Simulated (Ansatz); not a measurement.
# Mg6TlNi, from a guessed structure to a relaxed one, part 2 of 2

This structure for Mg6TlNi is made up. Its elements were placed in a known structure type with a cell scaled to their sizes. What cell does the guess relax to, and how far off was it?

Ansatz 0.2.0; DFT, PBE, plane-wave PAW, files of the set soft_1, scalar-relativistic, ferromagnetic start, cell and ions relaxed at zero pressure; PAW set soft_1 (the session's first sound run).

So far: Starting point; Relaxing cell and atoms. The relaxed cell has a, b, c = 4.928, 6.293, 10.598 Å (conventional setting).

## 3. Bands of the relaxed cell

With the geometry fixed, one more self-consistent run, with a narrower smearing and the mesh shown in its input, gives the bands, and its pressure, and its forces where symmetry allows any, show how far the geometry depends on these settings.

This step: DFT, PBE, plane-wave PAW, files of the set soft_1, scalar-relativistic, no spin, bands and density of states at the relaxed cell; PAW set soft_1 (Ansatz 0.2.0).

The input, input.yaml:

```yaml
crystal:
  lattice:
    - [4.9281683321, 0.0, 0.0]
    - [0.0, 3.146530859, 5.2990648647]
    - [0.0, -3.146530859, 5.2990648647]
  atoms:
    - { symbol: Tl, position: [0.5, 0.3374743839, 0.3374743839] }
    - { symbol: Ni, position: [0.5, 0.8296981443, 0.8296981443] }
    - { symbol: Mg, position: [0.0, 0.1653754007, 0.1653754007] }
    - { symbol: Mg, position: [0.0, 0.6732698811, 0.6732698811] }
    - { symbol: Mg, position: [0.0, 0.6799151828, 0.1463009341] }
    - { symbol: Mg, position: [0.0, 0.1463009341, 0.6799151828] }
    - { symbol: Mg, position: [0.5, 0.8361935488, 0.3402725243] }
    - { symbol: Mg, position: [0.5, 0.3402725243, 0.8361935488] }
kpoints:
  mp_grid: { grid: [6, 6, 6] }
  band_path:
    path:
      - [[0.0, 0.0, 0.0], [0.0, 0.33814659, -0.33814659], [0.0, 0.0, -0.5], [-0.5, 0.0, -0.5], [-0.5, 0.33814659, -0.33814659], [-0.5, 0.0, 0.0], [0.0, 0.0, 0.0], [0.0, -0.5, -0.5], [0.0, -0.33814659, -0.66185341], [-0.5, -0.33814659, -0.66185341], [-0.5, -0.5, -0.5], [0.0, -0.5, -0.5]]
      - [[-0.5, 0.0, 0.0], [-0.5, -0.5, -0.5]]
    npoints: 6
scf:
  occupations: { method: fermi_dirac, width: 0.03 }
  n_extra_bands: 12
hamiltonian:
  xc: pbe
  pseudopotentials: { kind: paw, azcp: { folder: soft_1 } }
output:
  forces: true
  stress: true
  write_bands: true
  dos: { projected: true }
  write_density: true
  write_potential: true
  elf: true
  volumetric_format: npy
```

Started as:

```sh
$ ansatz run input.yaml --threads 4 --pin off --max-ram 10240MiB --backend cpu --events-out ev --progress --plain --runs-dir out
```

Numbers of over 12 decimals in the logs are rounded to 6 here.

Log:

```text
[...]
Crystal: 8 atoms, lattice volume = 164.341 Å³
Basis set: ecut = 420 eV, 3231 PW (Γ), exchange–correlation on 72×90×90 points (8 copies of the dense FFT grid, shifted against one another)
Bands: 58, of which v1, the nominal top of the filled ones, is band 46 counted from 1 (45 counted from 0)
Symmetry: 4 space group operations
[...]
k-points: 52 of 216 (time reversal used)
[...]
SCF iter   1: F=—  HF=-28829.112761 eV  |F-HF|=—  |Δ(HF+E_count)|=         —  Δρ=7.42e-2  dr2=8.09e0  ethr=3.10e-3  ⟨swp⟩=7.8  Hψ=12293  notcnv=0  defer=27
[...]
SCF iter   9: F=-28828.633736 eV  HF=-28828.633736 eV  |F-HF|=4.43e-8  |Δ(HF+E_count)|=   1.67e-7  Δρ=5.45e-6  dr2=5.33e-8  ethr=1.10e-10  ⟨swp⟩=14.9  Hψ=22771  notcnv=0
SCF 1 converged in 9 iterations: F = -28828.633736 eV  dr2 = 5.33e-8
[...]
NSCF: frozen V_eff on 74 k-points
SCF converged after 9 iterations
Free energy (F): -28828.633736 eV
[...]
Internal energy: -28828.625248 eV  (E = F + TS)
E sigma→0 (E₀):  -28828.629492 eV
Entropy (-TS):   -0.008488 eV (-1.061 meV/atom)
Fermi energy:    7.867670 eV
[...]
--- Forces (eV/Å), atoms counted from 1 ---
  atom   1  Tl     0.00000000     0.00000000     0.00090627
  atom   2  Ni     0.00000000     0.00000000     0.00228767
  atom   3  Mg     0.00000000     0.00000000    -0.02389032
  atom   4  Mg     0.00000000     0.00000000     0.00500733
  atom   5  Mg     0.00000000     0.02076556     0.00105954
  atom   6  Mg     0.00000000    -0.02076556     0.00105954
  atom   7  Mg     0.00000000    -0.00336694     0.00679110
  atom   8  Mg     0.00000000     0.00336694     0.00679110
  max |Σ_I F_I| component: 1.22e-5 eV/Å
--- Stress (GPa, compression-positive) ---
       -0.505768       0.000000       0.000000
        0.000000       0.796997       0.000000
        0.000000       0.000000      -0.188889
  P = ⅓ Tr σ = 0.0341 GPa (0.341 kbar)
--- Band table (eV; the first three rows and the last of 52) ---
  k-point 0: bands = [... 42 lower, 6.6991, 6.7769, 7.1729, 7.2028, 7.8724, 10.2406, 10.8344, 11.1120, ... 8 higher]
  k-point 1: bands = [... 42 lower, 6.8442, 6.9162, 7.2906, 7.7126, 7.9943, 9.6417, 10.2728, 10.3754, ... 8 higher]
  k-point 2: bands = [... 42 lower, 7.1260, 7.2721, 7.7899, 8.4494, 8.5929, 9.0590, 9.7500, 10.1535, ... 8 higher]
  k-point 51: bands = [... 42 lower, 6.7559, 6.8881, 7.1924, 7.2283, 9.9431, 10.2672, 10.5162, 10.5720, ... 8 higher]
```

The job ended after 12 s (4 threads of INTEL XEON PLATINUM 8581C at 2.30GHz (Emerald Rapids), shared host; peak memory 0.99 GiB).

Reading the cycles: dr2 is the Hartree energy of the density residual (eV), the measure of convergence; HF is the Harris–Foulkes estimate of the energy, which meets the free energy F at convergence.

This step gave:

| Quantity | Value |
| --- | --- |
| free energy | -28828.6337 eV |
| energy at zero smearing | -28828.6295 eV |
| smearing term TS | 0.008488 eV |
| Fermi energy | 7.868 eV |
| pressure | 0.03411 GPa |

From bands.tsv, the bands that come nearest the Fermi level along the path, at its corners, in eV from the Fermi level:

```tsv
point	band 43	band 44	band 45	band 46	band 47	band 48	band 49	band 50
Γ	-1.17	-1.09	-0.69	-0.66	0.00	2.37	2.97	3.24
X	-0.27	-0.20	-0.03	0.43	0.50	0.59	0.74	1.40
S	-0.43	-0.24	-0.06	0.41	1.42	1.59	1.71	1.92
R	-1.10	-0.98	-0.74	-0.71	2.56	2.60	2.62	2.92
A	-1.06	-1.03	0.10	0.68	0.94	1.13	1.15	2.50
Z	-1.17	-1.10	-0.92	-0.66	-0.58	-0.07	0.31	0.71
Γ	-1.17	-1.09	-0.69	-0.66	0.00	2.37	2.97	3.24
Y	-0.79	0.03	0.21	0.33	1.01	1.26	1.54	1.75
X1	-0.27	-0.20	-0.03	0.43	0.50	0.59	0.74	1.40
A1	-1.06	-1.03	0.10	0.68	0.94	1.13	1.15	2.50
T	-1.11	-0.98	-0.68	-0.64	2.08	2.40	2.65	2.70
Y	-0.79	0.03	0.21	0.33	1.01	1.26	1.54	1.75
Z	-1.17	-1.10	-0.92	-0.66	-0.58	-0.07	0.31	0.71
T	-1.11	-0.98	-0.68	-0.64	2.08	2.40	2.65	2.70
```

Counts of states for the cell as run, both spins, by energy window (eV from the Fermi level):

| from | to | total |
| --- | --- | --- |
| -8 | -7 | 1.65 |
| -7 | -6 | 0.00 |
| -6 | -5 | 1.75 |
| -5 | -4 | 1.64 |
| -4 | -3 | 2.28 |
| -3 | -2 | 2.94 |
| -2 | -1 | 8.36 |
| -1 | 0 | 6.07 |
| 0 | 1 | 2.84 |
| 1 | 2 | 3.93 |
| 2 | 3 | 3.72 |
| 3 | 4 | 3.74 |

A further 66.3 states lie below the table's range.

Electrostatic potential energy in the bc plane of the conventional cell at fractional x = 0.500, with atoms of Tl and Ni and Mg within 0.2 Å of it. With pseudopotentials it is smooth inside the atoms' cores, unlike the true potential.

Ten even steps from '_' (-67 eV) to '@' (10 eV), each cell a mean:
```
@@@@@@@@@@@@@@@@@@@@@@@@@@@@@@@@@@
@@@@@@@@@@@@@@%%####%%@@@@@@@@@@@@
####@@@@@@@@##======**%%@@@@@@%%##
@@####@@@@@@**========##@@@@%%**@@
@@##%%@@@@@@**======++%%@@@@@@##%%
####@@@@@@@@%%**++**##@@@@@@@@%%##
@@@@@@@@@@@@@@@@@@@@@@@@@@@@@@@@@@
@@@@@@@@%%@@@@@@@@@@@@@@%%%%@@@@@@
@@@@%%++--++%%@@@@@@@@##----##@@@@
@@@@**____..##@@@@@@%%--____--%%@@
@@@@##::__--##@@@@@@%%++....++%%@@
@@@@@@%%##%%@@@@@@@@@@%%####%%@@@@
@@@@@@@@@@@@@@@@@@@@@@@@@@@@@@@@@@
##%%@@@@@@@@@@@@@@@@@@@@@@@@@@%%##
==++##@@@@@@@@######%%@@@@@@%%**==
====**@@@@@@####@@@@##@@@@@@##====
====**@@@@@@####@@%%##@@@@@@%%++==
++**%%@@@@@@@@######%%@@@@@@@@##++
@@@@@@@@@@@@@@@@@@@@@@@@@@@@@@@@@@
@@@@@@%%%%@@@@@@@@@@@@@@%%%%@@@@@@
@@@@%%++--++%%@@@@@@@@**----##@@@@
@@@@**..____**@@@@@@%%--____==%%@@
@@@@##--__--##@@@@@@%%++....++%%@@
@@@@@@%%##%%@@@@@@@@@@%%####%%@@@@
```
Columns run along b (6.3 Å; values clipped at the 3rd and 97th percentile), rows up along c (10.6 Å), edges of the conventional cell, whose origin can differ from the input's. Atoms in or near the plane, at fractional coordinates: Tl at (0.00, 0.34), Tl at (0.50, 0.84), Ni at (0.50, 0.33), Ni at (0.00, 0.83), Mg at (0.75, 0.09), Mg at (0.25, 0.59), Mg at (0.25, 0.09), Mg at (0.75, 0.59).

ELF in the bc plane of the conventional cell at fractional x = 0.500, with atoms of Tl and Ni and Mg within 0.2 Å of it. It is the smooth field of the valence electrons, not physical close to the nuclei.

Ten even steps from '0' (0.03) to '9' (0.86), each cell a mean:
```
33332334444322333
12233334444333321
32122343123332113
95112331002322138
84112332013322127
22122333334322212
23332334443322332
55310124443101245
63122203541122125
51131312540222204
41132202540232203
43111014542011023
44332333333322344
44333321112333344
13432212321123332
01332115982122320
02432114872122330
33332212221222343
44332332223322334
44210135554110134
53022214651122114
51131312540322204
52132312430223214
53101013432011024
```
Columns run along b (6.3 Å), rows up along c (10.6 Å), edges of the conventional cell, whose origin can differ from the input's. Atoms in or near the plane, at fractional coordinates: Tl at (0.00, 0.34), Tl at (0.50, 0.84), Ni at (0.50, 0.33), Ni at (0.00, 0.83), Mg at (0.75, 0.09), Mg at (0.25, 0.59), Mg at (0.25, 0.09), Mg at (0.75, 0.59).

Valence density in the bc plane of the conventional cell at fractional x = 0.500, with atoms of Tl and Ni and Mg within 0.2 Å of it. It is the smooth field of the valence electrons, not physical close to the nuclei.

Values in e/Å³, 13 rows by 16 columns, each cell a mean:
```
 0  0  0  0  0  0  0  0  0  0  0  0  0  0  0  0
14  3  0  0  0  0  2  4  4  3  1  0  0  0  1  9
24  5  1  0  0  0  2  4  4  3  1  0  0  0  2 15
 0  0  0  0  0  0  0  0  0  0  0  0  0  0  0  0
 0  0  0  3  4  1  0  0  0  0  0  3  5  1  0  0
 0  0  1 11 15  3  0  0  0  0  1 10 16  4  0  0
 0  0  0  0  0  0  0  0  0  0  0  0  0  0  0  0
 2  1  0  0  0  0  0  1  1  1  0  0  0  0  1  2
 6  3  1  0  0  0  2 21 33  7  1  0  0  1  2  5
 2  1  0  0  0  0  1  3  4  1  0  0  0  0  1  2
 0  0  0  0  0  0  0  0  0  0  0  0  0  0  0  0
 0  0  1 10 16  4  0  0  0  0  1 11 16  3  0  0
 0  0  0  3  4  1  0  0  0  0  0  3  4  1  0  0
```
Columns run along b (6.3 Å), rows up along c (10.6 Å), edges of the conventional cell, whose origin can differ from the input's. Atoms in or near the plane, at fractional coordinates: Tl at (0.00, 0.34), Tl at (0.50, 0.84), Ni at (0.50, 0.33), Ni at (0.00, 0.83), Mg at (0.75, 0.09), Mg at (0.25, 0.59), Mg at (0.25, 0.09), Mg at (0.75, 0.59).

## 4. Summary of results

```
space group, relaxed : Amm2
conventional cell    : a = 4.928, b = 6.293, c = 10.598 Å; α = 90.0°, β = 90.0°, γ = 90.0°
volume per atom      : 20.54 Å³ (guess 21.35)
total moment         : 0.00 μB in the cell of 8 atoms
```

What this shows: Mg6TlNi relaxes to Amm2 with a = 4.928, b = 6.293 and c = 10.598 Å. The guessed volume was 4 % too large. The space group Amm2 was held in the relaxation, so the end point is a stationary structure within it and may be a saddle against distortions or other arrangements. The moments died out from this one start and weren't seeded again at the relaxed cell. Bands cross the Fermi level, so it is a metal or semimetal at this level. The electron count is odd, which forces that without spin polarisation or a larger cell. On the 6×6×6 mesh with the narrower smearing (relaxed on 6×5×5) the largest force component is 0.024 eV/Å and the largest stress component is 0.797 GPa, against the relaxation's thresholds of 0.015 eV/Å and 0.05 GPa. The cutoff wasn't tested. Spin-orbit coupling is left out, which can matter for elements this heavy. No dispersion term is used, so weakly bound directions may come out too long. Nothing here tests whether the compound is stable against decomposition.

[Logs are printed without paths, hosts, clocks, repeated set-up lines and the standing remarks that a program may print on its own settings, such as how far it seeks lower states.]

[Hosts, paths, dates, database ids (printed as entryN), source tags and the programs' standing remarks are cut or masked in the printed files.]
